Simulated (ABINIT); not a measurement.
# SrTiO3 (Tausonite): G0W0 with ABINIT, start to end, part 2 of 2

How does a plane-wave GW calculation on SrTiO3 (Tausonite) run from the first input to the gap?

ABINIT 10.8.3; PBE and many-body steps on it, plane waves. Known limits of the many-body steps: not at the basis limit; screening head approximate; no spin-orbit coupling; coarse k mesh.

So far. Step 2 (Ground state): The gap is indirect, with the least direct gap 0.36 eV higher. Step 3 (Empty states on the mesh, 4×4×4 mesh, 112 bands): On this mesh the gap is 1.908 eV.

### 4. Screening, 4×4×4 mesh, 102 bands, screening to 133.3 eV

The RPA dielectric matrix is built and inverted for each q.

This step: RPA screening on PBE, plane waves, norm-conserving pseudopotentials.

run.abi reads:

```
acell 3*1.0 Angstrom
rprim 
  3.905280000000 0.000000000000 0.000000000000
  0.000000000000 3.905280000000 0.000000000000
  0.000000000000 0.000000000000 3.905280000000
ntypat 3
znucl 38 22 8
natom 5
typat 1 2 3 3 3
xred 
  0.500000000000 0.500000000000 0.500000000000
  0.000000000000 0.000000000000 0.000000000000
  0.500000000000 0.000000000000 0.000000000000
  0.000000000000 0.500000000000 0.000000000000
  0.000000000000 0.000000000000 0.500000000000
pp_dirpath "pseudos"
pseudos "Sr.upf, Ti.upf, O.upf"
ecut 38
ngkpt 4 4 4
nshiftk 1
shiftk 0 0 0
kptopt 1
chksymbreak 0
istwfk *1
occopt 1
irdwfk 1
optdriver 3
nband 102
ecuteps 4.9
inclvkb 0
awtr 1
symchi 1
indata_prefix "in"
outdata_prefix "out"
tmpdata_prefix "tmp"
```

Launch:

```console
$ OMP_NUM_THREADS=1 mpirun -n 8 abinit run.abi > log
```

Numbers of over 12 decimals in the logs are rounded to 6 here.

What it wrote:

```text
.Version 10.8.3 of ABINIT. v10.8.2 released Aug 2026.

 Symmetries : space group Pm -3 m (#221); Bravais cP (primitive cubic)
[... echo of the input left out ...]
== DATASET  1 ==================================================================
-   mpi_nproc: 8, omp_nthreads: 1 (-1 if OMP is not activated)

--- !DatasetInfo
iteration_state: {dtset: 1, }
dimensions: {natom: 5, nkpt: 10, mband: 102, nsppol: 1, nspinor: 1, nspden: 1, mpw: 4632, }
cutoff_energies: {ecut:  38.0, pawecutdg:  -1.0, }
electrons: {nelect:   4.00000000E+01, charge:   0.00000000E+00, occopt:   1.00000000E+00, tsmear:   1.00000000E-02, }

 SCREENING: Calculation of the susceptibility and dielectric matrices

 Based on a program developped by R.W. Godby, V. Olevano, G. Onida, and L. Reining.
 Incorporated in ABINIT by V. Olevano, G.-M. Rignanese, and M. Torrent.
.Using double precision arithmetic ; gwpc =  8

[... cell and pseudopotentials left out ...]
--------------------------------------------------------------------------------

 ==== K-mesh for the wavefunctions ====
 Number of points in the irreducible wedge :    10
[... list of points left out ...]
 Together with 48 symmetry operations and time-reversal symmetry
 yields    64 points in the full Brillouin Zone.

 ==== Q-mesh for the screening function ====
 Number of points in the irreducible wedge :    10
[... list of points left out ...]
 Together with 48 symmetry operations and time-reversal symmetry
 yields    64 points in the full Brillouin Zone.

 setmesh: FFT mesh size selected  =    27x   27x   27
          total number of points  =        19683

 vcoul_init : cutoff-mode = AUXILIARY_FUNCTION
 q-points for optical limit:   1
     1)      0.000010    0.000020    0.000030

- screening: taking advantage of time-reversal symmetry
- Maximum band index for partially occupied states nbvw = 20
- Remaining bands to be divided among processors   nbcw = 82
- Number of bands treated by each node ~10

 Number of electrons calculated from density =   40.0000; Expected =   40.0000
 average of density, n =  0.099519
 r_s =    1.3387
 omega_plasma =   30.4305 [eV]

 calculating chi0 at frequencies [eV] :
  1    0.000000E+00    0.000000E+00
  2    0.000000E+00    3.043050E+01

--------------------------------------------------------------------------------
  q-point number  1        q = ( 0.000000, 0.000000, 0.000000) [r.l.u.]
--------------------------------------------------------------------------------
[... chi0 elements left out ...]
 For q-point:  0.000010 0.000020 0.000030
  dielectric constant =   7.4627
  dielectric constant without local fields =   7.9159

  Average fulfillment of the sum rule on Im[epsilon] for q-point    1 :     58.76  [%]
[... wings left out ...]
  q-point number  2        q = ( 0.250000, 0.000000, 0.000000) [r.l.u.]
--------------------------------------------------------------------------------
[... chi0 elements left out ...]
  Average fulfillment of the sum rule on Im[epsilon] for q-point    2 :     71.55  [%]

 [... 8 further q-points ...]
```

It took 22 s on 8 MPI ranks of Arm Neoverse V2, shared host; peak memory 1.5 GiB; 3 min of CPU time.

Numbers from this step:

```yaml
eps_infinity_with_local_fields_on_this_mesh_along_the_program_s_q_direction: 7.463
the_same_without_local_fields: 7.916
plasma_frequency: 30.43 eV
plane_waves_in_the_screening_matrix: 203
```

Local fields lower ε∞ by 6 %. On a Γ-centred mesh this coarse the value itself is usually too large, while a short band sum pulls it down.

### 5. Self-energy, 4×4×4 mesh, 102 bands, screening to 133.3 eV

The self-energy is evaluated for the states that the input lists, and the levels follow from it, in one-shot runs by the linearised quasiparticle equation.

This step: G0W0 on PBE, plane waves, norm-conserving pseudopotentials.

Changes to run.abi since step 4:

```diff
@@ -26,8 +26,21 @@
 irdwfk 1
-optdriver 3
+optdriver 4
 nband 102
+gwcalctyp 0
+ecutsigx 38
+symsigma 1
+nkptgw 4
+kptgw 
+  0.5000000000 0.5000000000 0.5000000000
+  0.0000000000 0.0000000000 0.0000000000
+  0.5000000000 0.0000000000 0.0000000000
+  0.5000000000 0.5000000000 0.0000000000
+bdgw 
+  18 23
+  18 23
+  19 23
+  18 22
 ecuteps 4.9
-inclvkb 0
-awtr 1
-symchi 1
+irdscr 1
+ppmodel 1
 indata_prefix "in"
```

What it wrote:

```text
.Version 10.8.3 of ABINIT. v10.8.2 released Aug 2026.

 Symmetries : space group Pm -3 m (#221); Bravais cP (primitive cubic)
[... echo of the input left out ...]
== DATASET  1 ==================================================================
-   mpi_nproc: 8, omp_nthreads: 1 (-1 if OMP is not activated)

--- !DatasetInfo
iteration_state: {dtset: 1, }
dimensions: {natom: 5, nkpt: 10, mband: 102, nsppol: 1, nspinor: 1, nspden: 1, mpw: 4632, }
cutoff_energies: {ecut:  38.0, pawecutdg:  -1.0, }
electrons: {nelect:   4.00000000E+01, charge:   0.00000000E+00, occopt:   1.00000000E+00, tsmear:   1.00000000E-02, }

 SIGMA: Calculation of the GW corrections

 Based on a program developped by R.W. Godby, V. Olevano, G. Onida, and L. Reining.
 Incorporated in ABINIT by V. Olevano, G.-M. Rignanese, and M. Torrent.
.Using double precision arithmetic ; gwpc =  8

[... cell and pseudopotentials left out ...]
--------------------------------------------------------------------------------

 ==== K-mesh for the wavefunctions ====
 Number of points in the irreducible wedge :    10
[... list of points left out ...]
 Together with 48 symmetry operations and time-reversal symmetry
 yields    64 points in the full Brillouin Zone.

 ==== Q-mesh for screening function ====
 Number of points in the irreducible wedge :    10
[... list of points left out ...]
 Together with 48 symmetry operations and time-reversal symmetry
 yields    64 points in the full Brillouin Zone.

 vcoul_init : cutoff-mode = AUXILIARY_FUNCTION
 q-points for optical limit:   1
     1)      0.000010    0.000020    0.000030
 setmesh: FFT mesh size selected  =    45x   45x   45
          total number of points  =        91125

 Number of electrons calculated from density =   40.0000; Expected =   40.0000
 average of density, n =  0.099519
 r_s =    1.3387
 omega_plasma =   30.4305 [eV]

 === KS Band Gaps ===
  >>>> For spin  1
   Minimum direct gap =   2.2628 [eV], located at k-point      :   0.0000  0.0000  0.0000
   Fundamental gap    =   1.9077 [eV], Top of valence bands at :   0.5000  0.5000  0.5000
                                       Bottom of conduction at :   0.0000  0.0000  0.0000
 SIGMA fundamental parameters:
 PLASMON POLE MODEL  1
 number of plane-waves for SigmaX                 4457
 number of plane-waves for SigmaC and W            203
 number of plane-waves for wavefunctions          4457
 number of bands                                   102
 number of independent spin polarizations            1
 number of spinorial components                      1
 number of k-points in IBZ                          10
 number of q-points in IBZ                          10
 number of symmetry operations                      48
 number of k-points in BZ                           64
 number of q-points in BZ                           64
 number of frequencies for dSigma/dE                 9
 frequency step for dSigma/dE [eV]                0.25
 number of omega for Sigma on real axis              0
 max omega for Sigma on real axis  [eV]           0.00
 zcut for avoiding poles [eV]                     0.10

 EPSILON^-1 parameters (SCR file):
 dimension of the eps^-1 matrix on file            203
 dimension of the eps^-1 matrix used               203
 number of plane-waves for wavefunctions          4457
 number of bands                                   102
 number of q-points in IBZ                          10
 number of frequencies                               2
 number of real frequencies                          1
 number of imag frequencies                          1

 matrix elements of self-energy operator (all in [eV])

 Perturbative Calculation

--- !SelfEnergy_ee
iteration_state: {dtset: 1, }
kpoint     : [   0.500,    0.500,    0.500, ]
spin       : 1
KS_gap     :    4.517
QP_gap     :    6.434
Delta_QP_KS:    1.917
data: !SigmaeeData |
     Band     E0 <VxcDFT>   SigX SigC(E0)      Z dSigC/dE  Sig(E)    E-E0       E
       18   6.925 -20.195 -25.189   5.103   0.772  -0.296 -20.110   0.085   7.010
       19   6.925 -20.195 -25.189   5.103   0.772  -0.296 -20.110   0.085   7.010
       20   6.925 -20.195 -25.189   5.103   0.772  -0.296 -20.110   0.085   7.010
       21  11.442 -21.983 -12.959  -6.351   0.749  -0.336 -19.982   2.002  13.443
       22  11.442 -21.983 -12.959  -6.351   0.749  -0.336 -19.982   2.002  13.443
       23  11.442 -21.983 -12.959  -6.351   0.749  -0.336 -19.982   2.002  13.443

--- !SelfEnergy_ee
iteration_state: {dtset: 1, }
kpoint     : [   0.000,    0.000,    0.000, ]
spin       : 1
KS_gap     :    2.263
QP_gap     :    3.838
Delta_QP_KS:    1.576
data: !SigmaeeData |
     Band     E0 <VxcDFT>   SigX SigC(E0)      Z dSigC/dE  Sig(E)    E-E0       E
       18   6.570 -20.542 -25.366   4.909   0.776  -0.288 -20.476   0.067   6.637
       19   6.570 -20.542 -25.366   4.909   0.776  -0.288 -20.476   0.067   6.637
       20   6.570 -20.542 -25.366   4.909   0.776  -0.288 -20.476   0.067   6.637
       21   8.833 -18.883 -11.450  -5.344   0.786  -0.272 -17.241   1.642  10.475
[...]
--- !SelfEnergy_ee
iteration_state: {dtset: 1, }
kpoint     : [   0.500,    0.000,    0.000, ]
spin       : 1
KS_gap     :    2.804
QP_gap     :    4.515
Delta_QP_KS:    1.712
data: !SigmaeeData |
     Band     E0 <VxcDFT>   SigX SigC(E0)      Z dSigC/dE  Sig(E)    E-E0       E
[...]
--- !SelfEnergy_ee
iteration_state: {dtset: 1, }
kpoint     : [   0.500,    0.500,    0.000, ]
spin       : 1
KS_gap     :    3.925
QP_gap     :    5.781
Delta_QP_KS:    1.857
data: !SigmaeeData |
     Band     E0 <VxcDFT>   SigX SigC(E0)      Z dSigC/dE  Sig(E)    E-E0       E
       18   5.371 -18.497 -23.882   5.108   0.772  -0.296 -18.711  -0.214   5.157
       19   5.371 -18.497 -23.882   5.108   0.772  -0.296 -18.711  -0.214   5.157
       20   6.839 -20.001 -24.995   5.079   0.772  -0.295 -19.935   0.066   6.905
       21  10.764 -21.573 -13.350  -5.683   0.757  -0.321 -19.650   1.923  12.686
       22  10.764 -21.573 -13.350  -5.683   0.757  -0.321 -19.650   1.923  12.686

== END DATASET(S) ==============================================================
================================================================================

 -outvars: echo values of variables after computation  --------
           etotal      0.0000000000E+00
            nband         102
             nkpt          10
          spgroup         221
 [... the other variables as echoed above ...]

 Calculation completed.
```

Elapsed: 12 s, on 8 MPI ranks; peak memory 1.7 GiB; 91 s of CPU time.

This step gave:

```yaml
g0w0_gap_on_the_mesh: 3.465 eV
starting_gap_on_the_mesh: 1.908 eV
k_of_the_valence_top: 0.5, 0.5, 0.5
k_of_the_conduction_bottom: 0, 0, 0
z_at_the_valence_top: 0.772
z_at_the_conduction_bottom: 0.786
least_direct_g0w0_gap_on_the_computed_points: 3.838 eV
```

The gap on the mesh goes from 1.91 eV to 3.46 eV, a correction of +1.56 eV.

Limits: finite bands, cutoff and mesh; screening head approximate; no spin-orbit coupling; coarse k mesh. v1 is the top filled band, c1 the lowest empty one. Levels before and after the correction, in eV, zero at the valence-band top of each column:

```
           conduction bottom  valence top
Kohn-Sham               1.91         0.00
     G0W0               3.46         0.00
```

```
                         level  energy (eV)
Kohn-Sham  (0.5 0.5 0.5) v3-v1        0.000
Kohn-Sham  (0.5 0.5 0.5) c1-c3        4.517
Kohn-Sham              Γ v3-v1       -0.355
Kohn-Sham              Γ c1-c3        1.908
     G0W0  (0.5 0.5 0.5) v3-v1        0.000
     G0W0  (0.5 0.5 0.5) c1-c3        6.433
     G0W0              Γ v3-v1       -0.373
     G0W0              Γ c1-c3        3.465
```

### 6. Where the time went

Times are wall times on 8 MPI ranks of Arm Neoverse V2, shared host, good to a factor of about two.

```
                    step  time  share  memory (GiB)
            ground state  23 s   26 %          0.64
empty states on the mesh  30 s   35 %           0.6
               screening  22 s   26 %           1.5
             self-energy  12 s   13 %           1.7
```

### 7. Summary of results

```yaml
pbe_gap: 1.91 eV, indirect
g0w0_gap_on_the_mesh: 3.46 eV
gw_settings: 4×4×4 mesh, 102 bands, screening to 133.3 eV, Godby-Needs plasmon pole
known_limits: not at the basis limit; screening head approximate; no spin-orbit coupling; coarse k mesh
```

In words: G0W0 moves the gap on the mesh from 1.91 eV to 3.46 eV (+1.56 eV), with Z of 0.77 and 0.79 at the edges. Local fields lower the RPA ε∞ on this mesh from 7.92 to 7.46; a Γ-centred mesh this coarse tends to raise both, most where the direct gap is narrow, while a short band sum lowers them. Against experiment, by G0W0@PBE: the direct gap of 3.84 eV lies +0.07 eV from the measured 3.77 eV (direct, 300 K, 2013). An exciton line or allowed optical edge lies below the quasiparticle gap by the binding energy; a forbidden edge can push the onset above it. The calculation has static nuclei and no excitons; a measured gap holds zero-point and thermal motion, which mostly lowers it. Bands and cutoff are finite, so the gap is not at the basis limit. The miss can reach some tenths of an eV and take either sign; the mesh is an error of its own. The 4×4×4 mesh is coarse for this cell, which bears on the long-range parts of exchange and screening. This is the ideal cubic cell; many perovskites, halides above all, are cubic only on average, and local tilts or off-centring can widen the gap. The long-wavelength limit of the screening leaves out the non-local commutator, which shifts ε∞. The many-body steps are scalar-relativistic: spin-orbit coupling is not in them.

[Paths, hosts, dates, memory and timing lines, banners, echoed tables and standing remarks are left out of the program output.]

[Logs are printed without paths, hosts, clocks, repeated set-up lines and the standing remarks that a program may print on its own settings, such as how far it seeks lower states.]

[Runs of the session that timed out or met a known fault of the program may be left out.]

[Hosts, paths, dates, database ids (printed as entryN), source tags and the programs' standing remarks are cut or masked in the printed files.]

[G0W0 gaps are taken among the corrected bands and points alone; a level outside them can change the order at an edge.]

[Where Ansatz stands beside ABINIT at settings called matched, ABINIT's density can come from a denser mesh and the files from another edition; pairs whose starting gaps differed by over 0.03 eV were left out, so agreement reads better than it is.]
